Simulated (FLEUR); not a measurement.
# Collinear magnetic orders of GdP with FLEUR, part 2 of 3

Aim: find out whether GdP carries moments, and which collinear order costs least.

FLEUR MaX-R8.1; PBEsol with U = 6 eV on Gd f; all-electron FLAPW, Dirac cores, scalar-relativistic bands.

So far, largest spin moment in the muffin-tin sphere (μB): step 2 (order 1, typed as ferro +) 7.05.

**3. Start 2: antiferro q=(0,0,1/2) +-**

Another pattern of signs weighs the neighbour shells otherwise.

This order needs a doubled cell of 4 atoms. The mesh is halved along the doubled vector, so that both cells sample the same points. The k list default-1 (kpts.xml, not shown) is a Γ-centred 8×8×4 mesh.

inp.xml

```
<?xml version="1.0" encoding="UTF-8" standalone="no"?>
<fleurInput fleurInputVersion="0.39">
   <comment>
      GdP
   </comment>
   <calculationSetup>
      <cutoffs Kmax="3.6" Gmax="10.8" GmaxXC="10.8" numbands="0"/>
      <scfLoop itmax="130" minDistance="0.0001" maxIterBroyd="15" imix="Anderson" alpha="0.05" precondParam="0.0" spinf="2.0" sdNocoIR="T"/>
      <coreElectrons ctail="T" frcor="F" kcrel="0" coretail_lmax="0"/>
      <xcFunctional name="PBEs" relativisticCorrections="F"/>
      <magnetism jspins="2"/>
      <soc l_soc="F" theta="0.0" phi="0.0" spav="F"/>
      <expertModes spex="0" secvar="F"/>
      <geometryOptimization l_f="F" forcealpha="1.0" forcemix="BFGS" epsdisp="0.00001" epsforce="0.00001"/>
      <ldaU l_linMix="F" mixParam="0.05" spinf="1.0"/>
   </calculationSetup>
   <cell>
      <bzIntegration valenceElectrons="46.0" mode="hist" fermiSmearingEnergy="0.00183747">
         <kPointListSelection listName="default-1"/>
         <xi:include xmlns:xi="http://www.w3.org/2001/XInclude" href="kpts.xml"> </xi:include>
      </bzIntegration>
      <xi:include xmlns:xi="http://www.w3.org/2001/XInclude" href="sym.xml"> </xi:include>
      <bulkLattice scale="1.0">
         <bravaisMatrix>
            <row-1>    0.0000000000000000     5.4233959069468174     5.4233959069468174</row-1>
            <row-2>    5.4233959069468174     0.0000000000000000     5.4233959069468174</row-2>
            <row-3>   10.8467918138936348    10.8467918138936348     0.0000000000000000</row-3>
         </bravaisMatrix>
      </bulkLattice>
   </cell>
   <atomSpecies>
      <species name="Gadolinium7.000" element="Gd" atomicNumber="64">
         <mtSphere radius="2.8" gridPoints="925" logIncrement="0.014"/>
         <atomicCutoffs lmax="10" lnonsphr="8"/>
         <electronConfig flipSpins="F">
            <coreConfig>(1s1/2) (2s1/2) (2p1/2) (2p3/2) (3s1/2) (3p1/2) (3p3/2) (4s1/2) (3d3/2) (3d5/2) (4p1/2) (4p3/2) (4d3/2) (4d5/2)</coreConfig>
            <valenceConfig>(5s1/2) (5p1/2) (5p3/2) (6s1/2) (4f5/2) (4f7/2) (5d3/2) (5d5/2)</valenceConfig>
            <stateOccupation state="(4f5/2)" spinUp="2.5" spinDown="0.5"/>
            <stateOccupation state="(4f7/2)" spinUp="4.0" spinDown="0.0"/>
            <stateOccupation state="(5d3/2)" spinUp="0.4" spinDown="0.0"/>
            <stateOccupation state="(5d5/2)" spinUp="0.6" spinDown="0.0"/>
         </electronConfig>
         <energyParameters s="6" p="6" d="5" f="4"/>
         <ldaU l="3" U="6.0" J="0.0" l_amf="F"/>
         <lo type="SCLO" l="0" n="5" eDeriv="0"/>
         <lo type="SCLO" l="1" n="5" eDeriv="0"/>
      </species>
      <species name="Gadolinium-7.000" element="Gd" atomicNumber="64">
         <mtSphere radius="2.8" gridPoints="925" logIncrement="0.014"/>
         <atomicCutoffs lmax="10" lnonsphr="8"/>
         <electronConfig flipSpins="F">
            <coreConfig>(1s1/2) (2s1/2) (2p1/2) (2p3/2) (3s1/2) (3p1/2) (3p3/2) (4s1/2) (3d3/2) (3d5/2) (4p1/2) (4p3/2) (4d3/2) (4d5/2)</coreConfig>
            <valenceConfig>(5s1/2) (5p1/2) (5p3/2) (6s1/2) (4f5/2) (4f7/2) (5d3/2) (5d5/2)</valenceConfig>
            <stateOccupation state="(4f5/2)" spinUp="0.5" spinDown="2.5"/>
            <stateOccupation state="(4f7/2)" spinUp="0.0" spinDown="4.0"/>
            <stateOccupation state="(5d3/2)" spinUp="0.0" spinDown="0.4"/>
            <stateOccupation state="(5d5/2)" spinUp="0.0" spinDown="0.6"/>
         </electronConfig>
         <energyParameters s="6" p="6" d="5" f="4"/>
         <ldaU l="3" U="6.0" J="0.0" l_amf="F"/>
         <lo type="SCLO" l="0" n="5" eDeriv="0"/>
         <lo type="SCLO" l="1" n="5" eDeriv="0"/>
      </species>
      <species name="Phosphorous (P)" element="P" atomicNumber="15">
         <mtSphere radius="2.09" gridPoints="691" logIncrement="0.017"/>
         <atomicCutoffs lmax="8" lnonsphr="6"/>
         <electronConfig flipSpins="F">
            <coreConfig>(1s1/2) (2s1/2) (2p1/2) (2p3/2)</coreConfig>
            <valenceConfig>(3s1/2) (3p1/2) (3p3/2)</valenceConfig>
            <stateOccupation state="(3p1/2)" spinUp="0.500000" spinDown="0.500000"/>
            <stateOccupation state="(3p3/2)" spinUp="1.000000" spinDown="1.000000"/>
         </electronConfig>
         <energyParameters s="3" p="3" d="3" f="4"/>
      </species>
   </atomSpecies>
   <atomGroups>
      <atomGroup species="Gadolinium7.000">
         <relPos label="                   1">.0000000000 .0000000000 .0000000000</relPos>
         <force calculate="T" relaxXYZ="TTT"/>
      </atomGroup>
      <atomGroup species="Gadolinium-7.000">
         <relPos label="                   2">.0000000000 .0000000000 1.000/2.000</relPos>
         <force calculate="T" relaxXYZ="TTT"/>
      </atomGroup>
      <atomGroup species="Phosphorous (P)">
         <relPos label="                   3">1.000/2.000 1.000/2.000 1.000/4.000</relPos>
         <relPos label="                   4">1.000/2.000 1.000/2.000 -1.000/4.000</relPos>
         <force calculate="T" relaxXYZ="TTT"/>
      </atomGroup>
   </atomGroups>
   <output dos="F" band="F" slice="F">
      <bandDOS minEnergy="-.5*Htr" maxEnergy="0.5*Htr" sigma="0.015" storeEVData="T"/>
      <plotting iplot="0" polar="F">
         <plot TwoD="T" vec1="  1.0  0.0  0.0" vec2="  0.0  1.0  0.0" vec3="  0.0  0.0  1.0" zero="  0.0  0.0  0.0" file="plot"/>
      </plotting>
      <moessbauerParams electricFieldGradient="F" isomerShift="F" coreHyperfine="F" valenceHyperfine="F"/>
   </output>
</fleurInput>
```

crystal.txt

```
GdP
&input film=F cartesian=F /
0.00000000000  2.86993751970  2.86993751970
2.86993751970  0.00000000000  2.86993751970
5.73987503940  5.73987503940  0.00000000000
1.8897261246
1.0 1.0 1.0

4
64 0.00000000000  0.00000000000  0.00000000000 : 7.000
64 0.00000000000  0.00000000000  0.50000000000 : -7.000
15 0.50000000000  0.50000000000  0.25000000000
15 0.50000000000  0.50000000000  0.75000000000

&kpt div1=8 div2=8 div3=4 gamma=T /
```

On the command line:

```sh
OMP_NUM_THREADS=1 inpgen -f crystal.txt > inpgen.log  # inp.xml is then edited as shown
OMP_NUM_THREADS=1 mpirun -n 4 fleur_MPI > fleur.log
```

What it wrote:

```text
[banner, memory and clock lines left out]
Welcome to FLEUR        (www.flapw.de)
      MaX-Release 8.1          (www.max-centre.eu)

 ========== k-point set info ==========
 Selected k-point list: default-1
 k-point list type: mesh
 0 x 0 x 0
 Number of k points: 80

 ------------Calculation Setup---------------------------
 Number of PE/node        :            4
 Number of OMP-threads    :            1
 k-points in parallel     :            4
 pe's per k-point         :            1
 No of k-point loops      :           20
 Eigenvalue solver        :       lapack
 Number of basis functions:          545
 Approximate size of matrices (H+S) per k-point:         0.004 GB
 Iteration:     1   Distance:      22.54444936 me/bohr^3
 Iteration:     2   Distance:      21.61156992 me/bohr^3
 Iteration:     3   Distance:       7.75164564 me/bohr^3
 Iteration:     4   Distance:       3.89061342 me/bohr^3
 Iteration:     5   Distance:       1.48512388 me/bohr^3
 Iteration:     6   Distance:       0.32314072 me/bohr^3
 Iteration:     7   Distance:       0.30762206 me/bohr^3
 Iteration:     8   Distance:       0.07910803 me/bohr^3
 Iteration:     9   Distance:       0.08310376 me/bohr^3
 Iteration:    10   Distance:       0.00962421 me/bohr^3
 Iteration:    11   Distance:       0.01049495 me/bohr^3
 Iteration:    12   Distance:       0.00127933 me/bohr^3
 Iteration:    13   Distance:       0.00025305 me/bohr^3
 Iteration:    14   Distance:       0.00027808 me/bohr^3
 Iteration:    15   Distance:       0.00008690 me/bohr^3

 ********************************************************************
 Run finished successfully
 Stop message:
   all done
 ********************************************************************

--- out.xml (last complete iteration) ---
<iteration numberForCurrentRun="   15" overallNumber="   15">
         [... left out ...]
         <bandgap value="0.0003696457" units="eV"/>
         <sumValenceSingleParticleEnergies value="-8.6894174781" units="Htr"/>
         <FermiEnergy value="0.2765088530" units="Htr"/>
         <valenceDensity>
            <mtCharges spin="1">
               <mtCharge atomType="1" total="11.5488139" s="1.0804420" p="3.0106225" d="0.4752772" f="6.9782833"/>
               <mtCharge atomType="2" total="4.4656204" s="1.0684527" p="2.9827199" d="0.3711718" f="0.0391348"/>
               <mtCharge atomType="3" total="1.5245970" s="0.5902648" p="0.9225392" d="0.0106520" f="0.0009276"/>
            </mtCharges>
            <mtCharges spin="2">
               <mtCharge atomType="1" total="4.4656204" s="1.0684527" p="2.9827199" d="0.3711718" f="0.0391348"/>
               <mtCharge atomType="2" total="11.5488139" s="1.0804420" p="3.0106225" d="0.4752771" f="6.9782833"/>
               <mtCharge atomType="3" total="1.5245970" s="0.5902648" p="0.9225392" d="0.0106520" f="0.0009276"/>
            </mtCharges>
            <spinDependentCharge spin="1" total="23.0000000" interstitial="3.9363718" mtSpheres="19.0636282"/>
            <spinDependentCharge spin="2" total="23.0000000" interstitial="3.9363718" mtSpheres="19.0636282"/>
            <totalCharge value="46.0000000000"/>
         </valenceDensity>
         [... left out ...]
         <magneticMomentsInMTSpheres units="muBohr">
            <globalMagMoment atomType="1" vec="0.00000   0.00000   7.08319"/>
            <localMagMoment atomType="1" vec="0.00000   0.00000   7.08319"/>
            <globalMagMoment atomType="2" vec="0.00000   0.00000  -7.08319"/>
            <localMagMoment atomType="2" vec="0.00000   0.00000  -7.08319"/>
            <globalMagMoment atomType="3" vec="0.00000   0.00000   0.00000"/>
            <localMagMoment atomType="3" vec="0.00000   0.00000   0.00000"/>
         </magneticMomentsInMTSpheres>
         [... left out ...]
         <totalEnergy value="   -23236.7145761152" units="Htr">
            <sumOfEigenvalues value="   -14259.7573432822">
               <coreElectrons value="-14251.0679258041"/>
               <valenceElectrons value="-8.6894174781"/>
            </sumOfEigenvalues>
            <densityCoulombPotentialIntegral value="-38829.5775487575"/>
            <densityEffectivePotentialIntegral value="-39537.6827520525"/>
            <chargeDenXCDenIntegral value="-538.3584603149"/>
            <FockExchangeEnergyValence value="0.0000000000"/>
            <FockExchangeEnergyCore value="0.0000000000"/>
         [... left out ...]
            <dftUCorrection value="-1.5339781826"/>
            <tkbTimesEntropy value="0.0001425203"/>
            <freeEnergy value="-23236.7147186356"/>
            <extrapolationTo0K value="-23236.7146473754"/>
         </totalEnergy>
         [... left out ...]
         <ldaUDensityMatrixConvergence>
            <distance spin="1" distance="0.000001"/>
            <distance spin="2" distance="0.000001"/>
         </ldaUDensityMatrixConvergence>
         <densityConvergence units="me/bohr^3">
            <chargeDensity spin="1" distance="0.0000476659"/>
            <chargeDensity spin="2" distance="0.0000477691"/>
            <overallChargeDensity distance="0.0000868975"/>
            <spinDensity distance="0.0000394546"/>
         </densityConvergence>
      </iteration>
```

Elapsed: 53 s, on 4 MPI ranks of Intel Xeon 6975P-C (Granite Rapids), shared host; peak memory 0.48 GiB.

Spin moment in the muffin-tin sphere by atom:

```tsv
atom	spin moment in the muffin-tin sphere (μB)
Gd1	7.08
Gd2	-7.08
P3	0.00
P4	0.00
```

This step gave:

```
free energy                                                       : -632303.2193 eV
program's band gap on this mesh (in a metal only a level spacing) : 3.70e-4 eV
magnetization                                                     : 0 μB
final state                                                       : antiferromagnetic
```

It lies 8.42 meV a seeded atom under the first start, and its largest moment is 7.08 μB against 7.05 μB.

**4. Run 3 (antiferro q=(0,1/2,1/2) +-)**

Reversing part of the moments tests the sign of the couplings between them.

This order needs a doubled cell of 4 atoms. The mesh is halved along the doubled vector, so that both cells sample the same points. The k list default-1 (kpts.xml, not shown) is a Γ-centred 8×4×8 mesh.

Edit inp.xml of step 3 so:

```diff
@@ -25,4 +25,4 @@
             <row-1>    0.0000000000000000     5.4233959069468174     5.4233959069468174</row-1>
-            <row-2>    5.4233959069468174     0.0000000000000000     5.4233959069468174</row-2>
-            <row-3>   10.8467918138936348    10.8467918138936348     0.0000000000000000</row-3>
+            <row-2>   10.8467918138936348     0.0000000000000000    10.8467918138936348</row-2>
+            <row-3>   10.8467918138936348     5.4233959069468174     5.4233959069468174</row-3>
          </bravaisMatrix>
@@ -81,3 +81,3 @@
       <atomGroup species="Gadolinium-7.000">
-         <relPos label="                   2">.0000000000 .0000000000 1.000/2.000</relPos>
+         <relPos label="                   2">.0000000000 1.000/2.000 .0000000000</relPos>
          <force calculate="T" relaxXYZ="TTT"/>
@@ -85,4 +85,7 @@
       <atomGroup species="Phosphorous (P)">
-         <relPos label="                   3">1.000/2.000 1.000/2.000 1.000/4.000</relPos>
-         <relPos label="                   4">1.000/2.000 1.000/2.000 -1.000/4.000</relPos>
+         <relPos label="                   3">1.000/2.000 .0000000000 1.000/2.000</relPos>
+         <force calculate="T" relaxXYZ="TTT"/>
+      </atomGroup>
+      <atomGroup species="Phosphorous (P)">
+         <relPos label="                   4">1.000/2.000 1.000/2.000 1.000/2.000</relPos>
          <force calculate="T" relaxXYZ="TTT"/>
```

crystal.txt

```
GdP
&input film=F cartesian=F /
0.00000000000  2.86993751970  2.86993751970
5.73987503940  0.00000000000  5.73987503940
5.73987503940  2.86993751970  2.86993751970
1.8897261246
1.0 1.0 1.0

4
64 0.00000000000  0.00000000000  0.00000000000 : 7.000
64 0.00000000000  0.50000000000  0.00000000000 : -7.000
15 0.50000000000  0.00000000000  0.50000000000
15 0.50000000000  0.50000000000  0.50000000000

&kpt div1=8 div2=4 div3=8 gamma=T /
```

What it wrote:

```text
[banner, memory and clock lines left out]
Welcome to FLEUR        (www.flapw.de)
      MaX-Release 8.1          (www.max-centre.eu)

 ========== k-point set info ==========
 Selected k-point list: default-1
 k-point list type: mesh
 0 x 0 x 0
 Number of k points: 80

 [... set-up left out ...]
 Iteration:     1   Distance:      22.50093058 me/bohr^3
 Iteration:     2   Distance:      21.57041507 me/bohr^3
 Iteration:     3   Distance:       7.75651370 me/bohr^3
 Iteration:     4   Distance:       3.97748285 me/bohr^3
 Iteration:     5   Distance:       1.50125343 me/bohr^3
[...]
[... left out ...]
            <freeEnergy value="-23236.7143726387"/>
            <extrapolationTo0K value="-23236.7143008620"/>
         </totalEnergy>
         [... left out ...]
         <ldaUDensityMatrixConvergence>
            <distance spin="1" distance="0.000001"/>
            <distance spin="2" distance="0.000001"/>
         </ldaUDensityMatrixConvergence>
         <densityConvergence units="me/bohr^3">
            <chargeDensity spin="1" distance="0.0000550316"/>
            <chargeDensity spin="2" distance="0.0000550296"/>
            <overallChargeDensity distance="0.0000956720"/>
            <spinDensity distance="0.0000544088"/>
         </densityConvergence>
      </iteration>
```

It took 64 s on 4 MPI ranks; peak memory 0.5 GiB; 4.2 min of CPU time.

Spin moment in the muffin-tin sphere by atom:

```tsv
atom	spin moment in the muffin-tin sphere (μB)
Gd1	7.07
Gd2	-7.07
P3	0.03
P4	-0.03
```

Numbers from this step:

```
free energy                                                       : -632303.2099 eV
program's band gap on this mesh (in a metal only a level spacing) : 2.80e-6 eV
magnetization                                                     : 0 μB
final state                                                       : antiferromagnetic
```

It lies 3.71 meV a seeded atom under the first start, and its largest moment is 7.07 μB against 7.05 μB.

**5. Energies of the orders**

Free energies are divided by the number of seeded atoms, so that cells of unlike size compare. Wavevectors q in the names are fractions of the primitive cell's reciprocal vectors.

Orders:

```tsv
start	final state	typed order kept	energy over the lowest (meV a seeded atom)	largest sphere moment (μB)	net moment (μB a primitive cell)	mesh matched	CPU time (s)
ferro +	ferromagnetic, with opposed induced moments	yes	8.415	7.047	7.003	yes	35.28
antiferro q=(0,0,1/2) +-	antiferromagnetic	yes	0	7.083	0	yes	209.4
antiferro q=(0,1/2,1/2) +-	antiferromagnetic	yes	4.708	7.065	0	yes	254.3
```

[end of part 2 of 3]

[Logs and program files are shortened in this print: banners, set-up blocks, solver, clock and traceback lines can be left out without a mark of their own.]

[Logs are printed without paths, hosts, clocks, repeated set-up lines and the standing remarks that a program may print on its own settings, such as how far it seeks lower states.]

[Hosts, paths, dates, database ids (printed as entryN), source tags and the programs' standing remarks are cut or masked in the printed files.]

[Where a cell is said to come from a database of computed structures, the database is the Materials Project.]
